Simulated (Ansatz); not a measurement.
# LaYO2F2 (built on the sites of a database entry of LaOF): from the cell to its phonons, part 3 of 3

Wanted: phonon frequencies of LaYO2F2 (built on the sites of a database entry of LaOF) and what follows from them.

Ansatz 0.2.0; DFT PBE+D3(BJ), scalar-relativistic, plane waves, PAW.

So far. Step 4 (Tight relaxation): The largest force component left is 0.45 meV/Å and the pressure is 0.000 GPa, within the tolerances set. The cell now holds 14.74 Å³/atom. Step 5 (Linear response at the zone centre): Before it was imposed, the acoustic sum rule was missed by 1.1e-4 eV/Å² and the charge sum rule by 9.5e-5 e. Small misses are needed for a sound result but don't prove that mesh and cutoff are converged. The relaxed cell has a = 3.949, c = 5.669 Å (conventional setting).

The structure was built from a prototype and need not be the compound's stable phase.

## (6) Response at finite wavevector

Stability and thermal properties need the whole zone. Linear response on a 2×2×2 q mesh gives force constants as far as a supercell of that size would, and the tensors from the zone-centre run are typed in so that the long-range dipole term is interpolated apart.

The input, input.yaml:

```yaml
crystal:
  lattice:
    - [3.9491705737, 0.0, 0.0]
    - [0.0, 3.9491705737, 0.0]
    - [0.0, 0.0, 5.6693653701]
  atoms:
    - { symbol: "Y", position: [0.0, 0.5, 0.7105914178] }
    - { symbol: La, position: [0.5, 0.0, 0.2849359094] }
    - { symbol: O, position: [0.0, 0.0, 0.5133053335] }
    - { symbol: O, position: [0.5, 0.5, 0.5133053335] }
    - { symbol: F, position: [0.0, 0.0, -0.0110689972] }
    - { symbol: F, position: [0.5, 0.5, -0.0110689972] }
kpoints:
  mp_grid: { grid: [6, 6, 4] }
hamiltonian:
  xc: pbe
  dispersion: d3bj
scf:
  occupations: { method: fixed }
output:
  eigenvalues: true
phonons:
  method: dfpt
  qmesh: [2, 2, 2]
  temperatures: { t_max: 1000, t_step: 50 }
  qpath:
    path:
      - [[0.0, 0.0, 0.0], [0.0, 0.5, 0.0], [0.5, 0.5, 0.0], [0.0, 0.0, 0.0], [0.0, 0.0, 0.5], [0.0, 0.5, 0.5], [0.5, 0.5, 0.5], [0.0, 0.0, 0.5]]
      - [[0.0, 0.5, 0.0], [0.0, 0.5, 0.5]]
      - [[0.5, 0.5, 0.0], [0.5, 0.5, 0.5]]
    npoints: 10
  non_analytic_term:
    high_frequency_dielectric_tensor: [[3.6609, 0.0, 0.0], [0.0, 3.6609, 0.0], [0.0, 0.0, 3.2037]]
    born_effective_charges:
      - { species: "Y", tensor: [[3.9775, 0.0, 0.0], [0.0, 3.9775, 0.0], [0.0, 0.0, 3.3499]] }
      - { species: La, tensor: [[4.0833, 0.0, 0.0], [0.0, 4.0833, 0.0], [0.0, 0.0, 3.5638]] }
      - { species: O, tensor: [[-2.8279, 0.0, 0.0], [0.0, -2.6863, 0.0], [0.0, 0.0, -1.7237]] }
      - { species: O, tensor: [[-2.6863, 0.0, 0.0], [0.0, -2.8279, 0.0], [0.0, 0.0, -1.7237]] }
      - { species: F, tensor: [[-1.3125, 0.0, 0.0], [0.0, -1.2342, 0.0], [0.0, 0.0, -1.7331]] }
      - { species: F, tensor: [[-1.2342, 0.0, 0.0], [0.0, -1.3125, 0.0], [0.0, 0.0, -1.7331]] }
    source: "zone-centre run at this cell"
```

Started as:

```console
$ ansatz run input.yaml --threads 8 --pin off --max-ram 14336MiB --backend cpu --events-out ev --progress --plain --runs-dir out
```

Numbers of over 12 decimals in the logs are rounded to 6 here.

Log:

```text
Warning: phonons: the dynamical matrix that this run interpolates holds no multipole term above the dipole-dipole one, and a site of this crystal is no centre of inversion, so its interpolated transverse optical and acoustic branches and sound speeds can stay off near Gamma, and the density of states and the thermodynamics with them. What a run solves at a wave vector of phonons.qpoints, Gamma apart, where the deck admits one, is free of this, and under fd what a larger phonons.supercell samples
[...]
Crystal: 6 atoms, lattice volume = 88.419 Å³
Basis set: ecut = 420 eV, 1739 PW (Γ), exchange–correlation on 60×60×80 points (8 copies of the dense FFT grid, shifted against one another)
Bands: 30, of which v1, the nominal top of the filled ones, is band 24 counted from 1 (23 counted from 0)
Symmetry: 8 space group operations
k-points: 30 of 144 (time reversal used)
[...]
SCF iter   1: F=—  HF=-12864.026579 eV  |F-HF|=—  |Δ(HF+E_count)|=         —  Δρ=1.61e-3  dr2=1.05e-3  ethr=1.77e-3  ⟨swp⟩=3.9  Hψ=3014  notcnv=0  defer=56
[...]
SCF iter  10: F=-12864.028349 eV  HF=-12864.028349 eV  |F-HF|=7.28e-12  |Δ(HF+E_count)|=  3.04e-10  Δρ=4.14e-8  dr2=1.71e-12  ethr=1.00e-12  ⟨swp⟩=12.5  Hψ=5596  notcnv=0
SCF 1 converged in 10 iterations: F = -12864.028349 eV  dr2 = 1.71e-12
[...]
NSCF: frozen V_eff on 30 k-points
[...]
DFPT response loops at q = (0, 0, 0) (fractional): preconditioner auto → none (the input reference at scf.mixing.eps_inf says where Resta's filter doesn't serve); β = 0.50; Broyden in place of MSR1
[...]
SCF converged after 10 iterations
Free energy (F): -12864.028349 eV
[...]
Internal energy: -12864.028349 eV  (E = F + TS)
E sigma→0 (E₀):  -12864.028349 eV
Fermi energy:    8.173165 eV
[...]
--- Band table (eV; the first three rows and the last of 30) ---
  k-point 0: bands = [... 20 lower, 6.7329, 7.0718, 7.8798, 7.8798, 12.7986, 13.5582, 13.7526, 13.7942, ... 2 higher]
  k-point 1: bands = [... 20 lower, 6.3544, 6.7037, 7.9427, 7.9427, 13.0442, 13.5090, 13.7883, 13.7883, ... 2 higher]
  k-point 2: bands = [... 20 lower, 6.3257, 6.3257, 8.0021, 8.0021, 13.2789, 13.4725, 13.7827, 13.7827, ... 2 higher]
  k-point 29: bands = [... 20 lower, 7.6476, 7.7187, 7.7187, 7.7897, 12.9802, 13.2482, 13.6733, 13.6733, ... 2 higher]
--- Phonons (Γ-DFPT): 10 representative perturbations + reference (Σ response iterations 33) ---
  ASR residual: 1.017e-4 → 0.000e0 eV/Å²; symmetrization residual: 5.561e-6 eV/Å²
[...]
ASR residual per site (eV/Å²): 4.44e-6 2.86e-6 1.02e-4 1.02e-4 6.48e-5 6.48e-5
[...]
--- Phonons (arbitrary-q DFPT): 6 irreducible q on the 2×2×2 mesh ---
  q = [0.0000, 0.0000, 0.0000] (star 1, of the zone-centre solve; hermiticity 6.21e-7, symmetrization 2.29e-13): -0.00 -0.00 0.00 111.57 111.57 143.37 143.37 152.68 234.29 252.80 281.73 281.73 308.91 308.91 381.49 473.17 473.17 510.21
  q = [0.0000, 0.0000, -0.5000] (star 1, 10 solved perturbations in 444 linear systems a pass and spin channel, the states on 48 of 144 k-point pairs; hermiticity 4.06e-7, symmetrization 1.31e-13): 39.79 39.79 107.62 107.62 137.58 137.58 143.24 203.53 240.24 270.27 270.27 318.56 318.56 349.17 399.35 473.56 473.56 561.87
  q = [0.0000, -0.5000, 0.0000] (star 2, 18 solved perturbations on 48 of 144 k-point pairs; hermiticity 4.35e-7, symmetrization 4.36e-14): 102.49 104.13 117.44 125.44 186.81 190.29 204.08 207.83 212.81 234.56 246.41 263.72 391.86 401.22 409.62 409.73 509.01 525.95
[...]
sum rule: each row above includes the acoustic sum rule's correction from the zone centre's row sums; it moved no ω² by more than (1.31 cm⁻¹)²
  mesh force constants: q→R imaginary residual 0.00e0; ASR residual 1.017e-4 → 0.000e0 eV/Å²; symmetrization residual 1.243e-14 eV/Å²
  interpolated dispersion: 94 rows × 18 modes
  density of states and harmonic sums: on the 16×16×12 q-mesh, interpolated from the force constants of a 2×2×2 supercell (with the dipole–dipole term of supplied tensors)
  largest difference from the sums on the solved wave vectors: F 9.61e-2 eV, S 1.39e-4 and C_V 4.24e-5 eV/K
  zero-point energy: 0.295083 eV/cell   skipped modes (ω ≤ 0): 54, of them read as no rigid motion or as one in doubt: 51 (1.276e-1 modes/cell left out, lowest -95.76 cm⁻¹)   left out of the sums: 7.14e-3 of the cell's modes: C_V's classical limit lies that fraction below 3 k_B per atom; for a crystal, a wire or a layer, F and S can be off by more, and a phonons.interpolated_qmesh denser along its periods is the remedy for the sampling
```

Run time: 2.2 min. Hardware: 8 threads of Arm Neoverse V2, shared host; peak memory 0.86 GiB.

This step gave:

- sum-rule residual before enforcement: 1.02e-4 eV/Å²
- lowest frequency on the path: -95.76 cm⁻¹
- highest frequency on the path or at a solved wavevector: 573.4 cm⁻¹
- lowest mode on the q mesh (acoustic modes at Γ apart): -95.76 cm⁻¹

Frequencies (cm⁻¹) solved at each irreducible wavevector; negative means imaginary. Frequencies by wavevector, by row:

| q in reciprocal lattice units | star | mode 1 | mode 2 | mode 3 | mode 4 | mode 16 | mode 17 | mode 18 |
| --- | --- | --- | --- | --- | --- | --- | --- | --- |
| 0 0 0 | 1 | 0 | 0 | 0 | 111.6 | 473.2 | 473.2 | 510.2 |
| 0 0 -0.5 | 1 | 39.8 | 39.8 | 107.6 | 107.6 | 473.6 | 473.6 | 561.9 |
| 0 -0.5 0 | 2 | 102.5 | 104.1 | 117.4 | 125.4 | 409.7 | 509 | 526 |
| 0 -0.5 -0.5 | 2 | 95.6 | 101.5 | 113 | 118.6 | 411.2 | 498.4 | 509.7 |
| -0.5 -0.5 0 | 1 | -95.8 | 121.3 | 121.3 | 132.6 | 373.4 | 562.7 | 573.4 |
| -0.5 -0.5 -0.5 | 1 | -87.3 | 136.2 | 156.5 | 164 | 356.1 | 560.1 | 569.5 |

Interpolated from a 2×2×2 q mesh, rough between the solved points, with the LO-TO term (at Γ the limit along the path; where Γ stands inside the path, tables give the limit on arrival). Phonon branches along the path, in cm⁻¹:

| point | branch 1 | branch 2 | branch 3 | branch 4 | branch 15 | branch 16 | branch 17 | branch 18 |
| --- | --- | --- | --- | --- | --- | --- | --- | --- |
| Γ | 0 | 0 | 0 | 112 | 471 | 473 | 510 | 552 |
| halfway | 42 | 74 | 115 | 122 | 454 | 454 | 501 | 544 |
| X | 102 | 104 | 117 | 125 | 410 | 410 | 509 | 526 |
| halfway | 69 | 99 | 112 | 136 | 399 | 399 | 544 | 558 |
| M | -96 | 121 | 121 | 133 | 373 | 373 | 563 | 573 |
| halfway | 61 | 78 | 90 | 142 | 395 | 440 | 524 | 562 |
| Γ | 0 | 0 | 0 | 112 | 471 | 473 | 510 | 552 |
| halfway | 27 | 27 | 88 | 110 | 398 | 473 | 473 | 562 |
| Z | 40 | 40 | 108 | 108 | 399 | 474 | 474 | 562 |
| halfway | 77 | 96 | 108 | 122 | 455 | 455 | 481 | 512 |
| R | 96 | 102 | 113 | 119 | 398 | 411 | 498 | 510 |
| halfway | 74 | 110 | 128 | 148 | 384 | 387 | 538 | 549 |
| A | -87 | 136 | 156 | 164 | 356 | 356 | 560 | 570 |
| halfway | 79 | 91 | 127 | 131 | 394 | 442 | 519 | 530 |
| Z | 40 | 40 | 108 | 108 | 399 | 474 | 474 | 562 |
| jump to X | 102 | 104 | 117 | 125 | 410 | 410 | 509 | 526 |
| halfway | 103 | 105 | 118 | 121 | 405 | 410 | 504 | 518 |
| R | 96 | 102 | 113 | 119 | 398 | 411 | 498 | 510 |
| jump to M | -96 | 121 | 121 | 133 | 373 | 373 | 563 | 573 |
| halfway | -92 | 134 | 141 | 141 | 366 | 366 | 561 | 572 |
| A | -87 | 136 | 156 | 164 | 356 | 356 | 560 | 570 |

Tetrahedra on a 16×16×12 mesh, mean over bins of 10 cm-1. Interpolated from a 2×2×2 q mesh, rough between the solved points. Table of phonon density of states by wavenumber; read off at these points:

wavenumber (cm⁻¹), phonon density of states (1/cm⁻¹/cell) and a bar:
```
      -95     0.0003 
      -65     0.0018 #
      -35     0.0011 
        5     0.0012 
       35     0.0056 ##
       65     0.0171 ########
       95     0.0481 #####################
      115     0.0595 ##########################
      125     0.0574 ##########################
      165     0.0474 #####################
      195     0.0597 ###########################
      205     0.0674 ##############################
      225     0.0470 #####################
      235     0.0664 ##############################
      255     0.0477 #####################
      285     0.0636 ############################
      315     0.0268 ############
      355     0.0131 ######
      385     0.0435 ###################
      415     0.0217 ##########
      445     0.0188 ########
      475     0.0073 ###
      515     0.0249 ###########
      545     0.0294 #############
      575     0.0017 #
```

The partial phonon density of states has structure finer than the step of the table below, so its rows give means over 25 cm⁻¹, whole bins alone (the curve runs from -103 to 600 cm⁻¹). Peaks (cm⁻¹: height): F 118.2: 0.0137, 242.0: 0.0381, 281.8: 0.0429, 383.4: 0.00687; La 96.1: 0.0256, 135.9: 0.0269, 202.2: 0.0183; O 312.7: 0.0146, 387.9: 0.0340, 542.6: 0.0259; Y 122.6: 0.0236, 166.8: 0.0209, 202.2: 0.0202, 242.0: 0.0135.

Phonopy on the run's constants, 15x15x11 mesh, Gaussian sigma 5.0 cm-1. Interpolated from a 2×2×2 q mesh, rough between the solved points. Partial phonon density of states against wavenumber; means over each step; values in 1/cm⁻¹/cell:

| wavenumber (cm⁻¹) | F | La | O | Y |
| --- | --- | --- | --- | --- |
| -75 | 0.00201 | 0 | 4.3e-5 | 6.3e-6 |
| -50 | 0.00158 | 2.2e-6 | 3.0e-5 | 1.3e-5 |
| -25 | 0.00144 | 8.7e-6 | 2.1e-5 | 1.6e-5 |
| 0 | 1.0e-4 | 1.3e-4 | 3.0e-5 | 8.5e-5 |
| 25 | 7.4e-4 | 0.00120 | 2.6e-4 | 7.7e-4 |
| 50 | 0.00342 | 0.00433 | 8.3e-4 | 0.00267 |
| 75 | 0.00563 | 0.0118 | 0.00159 | 0.00681 |
| 100 | 0.00937 | 0.0228 | 0.00209 | 0.0129 |
| 125 | 0.0113 | 0.0237 | 0.00171 | 0.0194 |
| 150 | 0.0119 | 0.0158 | 0.00117 | 0.0145 |
| 175 | 0.0189 | 0.00714 | 0.00215 | 0.0166 |
| 200 | 0.0251 | 0.0151 | 0.00369 | 0.0164 |
| 225 | 0.0307 | 0.00904 | 0.00503 | 0.0112 |
| 250 | 0.0350 | 0.00393 | 0.00641 | 0.00938 |
| 275 | 0.0373 | 0.00145 | 0.0108 | 0.00358 |
| 300 | 0.0237 | 5.1e-4 | 0.0141 | 0.00166 |
| 325 | 0.00413 | 2.2e-4 | 0.0122 | 5.5e-4 |
| 350 | 0.00100 | 1.2e-4 | 0.0121 | 2.2e-4 |
| 375 | 0.00519 | 4.0e-4 | 0.0292 | 2.7e-4 |
| 400 | 0.00415 | 3.7e-4 | 0.0242 | 3.0e-4 |
| 425 | 0.00185 | 2.5e-4 | 0.0166 | 2.7e-4 |
| 450 | 0.00136 | 2.0e-4 | 0.0164 | 3.2e-4 |
| 475 | 5.7e-4 | 9.5e-5 | 0.0100 | 1.3e-4 |
| 500 | 0.00120 | 3.2e-4 | 0.0151 | 3.2e-4 |
| 525 | 9.5e-4 | 5.3e-4 | 0.0243 | 7.8e-4 |
| 550 | 8.0e-4 | 5.8e-4 | 0.0243 | 8.5e-4 |
| 575 | 1.6e-4 | 7.1e-5 | 0.00565 | 7.9e-5 |

Symmetry leaves 6 wavevectors to solve. The lowest mode among them, the acoustic zeros apart, lies at q = (-0.5, -0.5, 0) and is imaginary, 95.8i cm⁻¹, so the energy falls along it.

## (7) Isotope substitution

An isotope changes the mass and not the force constants, so no new electronic calculation is needed; the shifts show which modes move this element.

The same force constants with the mass of O changed from 15.999 to 17.999 u (phonopy, no LO-TO term). Both lists are sorted by frequency; levels can cross, so a row need not hold one and the same mode. Modes under 3 cm⁻¹ are left out. Isotope shifts, by row, the first 40 of 60 rows:

| q | rank | natural mass (cm⁻¹) | changed mass (cm⁻¹) |
| --- | --- | --- | --- |
| 0 0 0 | 4 | 111.6 | 111.5 |
| 0 0 0 | 5 | 111.6 | 111.5 |
| 0 0 0 | 6 | 143.4 | 143.3 |
| 0 0 0 | 7 | 143.4 | 143.3 |
| 0 0 0 | 8 | 152.7 | 149.8 |
| 0 0 0 | 9 | 234.3 | 233 |
| 0 0 0 | 10 | 252.8 | 252.8 |
| 0 0 0 | 11 | 281.7 | 281.1 |
| 0 0 0 | 12 | 281.7 | 281.1 |
| 0 0 0 | 13 | 308.9 | 294.1 |
| 0 0 0 | 14 | 308.9 | 294.1 |
| 0 0 0 | 15 | 381.5 | 366.5 |
| 0 0 0 | 16 | 473.2 | 446.2 |
| 0 0 0 | 17 | 473.2 | 446.2 |
| 0 0 0 | 18 | 510.2 | 486.9 |
| 0 0 -0.5 | 1 | 39.79 | 39.53 |
| 0 0 -0.5 | 2 | 39.79 | 39.53 |
| 0 0 -0.5 | 3 | 107.6 | 107.4 |
| 0 0 -0.5 | 4 | 107.6 | 107.4 |
| 0 0 -0.5 | 5 | 137.6 | 137.6 |
| 0 0 -0.5 | 6 | 137.6 | 137.6 |
| 0 0 -0.5 | 7 | 143.2 | 142.2 |
| 0 0 -0.5 | 8 | 203.5 | 203.4 |
| 0 0 -0.5 | 9 | 240.2 | 238.4 |
| 0 0 -0.5 | 10 | 270.3 | 266.6 |
| 0 0 -0.5 | 11 | 270.3 | 266.6 |
| 0 0 -0.5 | 12 | 318.6 | 307 |
| 0 0 -0.5 | 13 | 318.6 | 307 |
| 0 0 -0.5 | 14 | 349.2 | 331.7 |
| 0 0 -0.5 | 15 | 399.4 | 399.4 |
| 0 0 -0.5 | 16 | 473.6 | 446.6 |
| 0 0 -0.5 | 17 | 473.6 | 446.6 |
| 0 0 -0.5 | 18 | 561.9 | 533.9 |
| 0 -0.5 0 | 1 | 102.5 | 101.7 |
| 0 -0.5 0 | 2 | 104.1 | 104 |
| 0 -0.5 0 | 3 | 117.4 | 117.3 |
| 0 -0.5 0 | 4 | 125.4 | 124.7 |
| 0 -0.5 0 | 5 | 186.8 | 186.8 |
| 0 -0.5 0 | 6 | 190.3 | 189.2 |
| 0 -0.5 0 | 7 | 204.1 | 203.8 |

A mode of this element alone would shift by -5.72 %. The highest zone-centre frequency without the field goes from 510.2 to 486.9 cm⁻¹ (-4.6 %). The product of the frequency ratios over all optical modes at Γ is 0.716; the product rule, (m/m′)^(3k/2) (M′/M)^(3/2) with k = 2 such atoms and M the mass of the cell, gives 0.716.

## (8) Results

| Quantity | Value |
| --- | --- |
| space group after relaxation (within 0.01 Å) | P4mm |
| volume per atom | 14.7 Å³ |
| gap on the k-mesh | 4.46 eV |
| highest optical mode at the zone centre (no LO-TO term) | 510 cm⁻¹ |
| top of the zone-centre spectrum with the field | 562 cm⁻¹ |
| lowest optical zone-centre mode | 112 cm⁻¹ |
| mean high-frequency dielectric constant | 3.51 |
| mean static dielectric constant | 16.5 |
| largest Born charge (third of the trace) | 3.91 e |
| lowest mode on the q mesh (acoustic modes at Γ apart) | -95.8 cm⁻¹ |
| highest frequency on the path or at a solved wavevector | 573 cm⁻¹ |
| imaginary modes on the 2×2×2 q mesh | yes |

What this shows: Modes are clearly imaginary (beyond 10i cm⁻¹) at 2 of the 6 irreducible wavevectors, most at q = (-0.5, -0.5, 0) (95.8i cm⁻¹), so this structure is not a minimum of the energy. Without the field, the optical modes at Γ span 112 to 510 cm⁻¹. The highest mode in this list at Γ, 510.2 cm⁻¹, is mostly motion of O (80 % of the kinetic energy). With the macroscopic field of the longitudinal modes the top of the zone-centre spectrum lies at 562 cm⁻¹, against 510 cm⁻¹ without it. Lattice motion raises the mean dielectric constant from 3.508 to 16.53. The strongest infrared line is at 309 cm⁻¹. The q mesh stands for a supercell only 7.9 Å across, so branches between the solved wavevectors are rough. The program warns that the interpolation holds no quadrupole term, so branches close to Γ can be off in this crystal. Spin-orbit coupling is left out, which can matter for the heavy elements here. In the phonons the program treats the change of the C6 weights of the dispersion term with coordination only in part. The starting cell was built on a prototype and not taken from a measurement, so the phase need not exist. These are harmonic frequencies at zero temperature: anharmonic shifts, linewidths and thermal expansion are left out.

[Logs are printed without paths, hosts, clocks, repeated set-up lines and the standing remarks that a program may print on its own settings, such as how far it seeks lower states.]

[Hosts, paths, dates, database ids (printed as entryN), source tags and the programs' standing remarks are cut or masked in the printed files.]
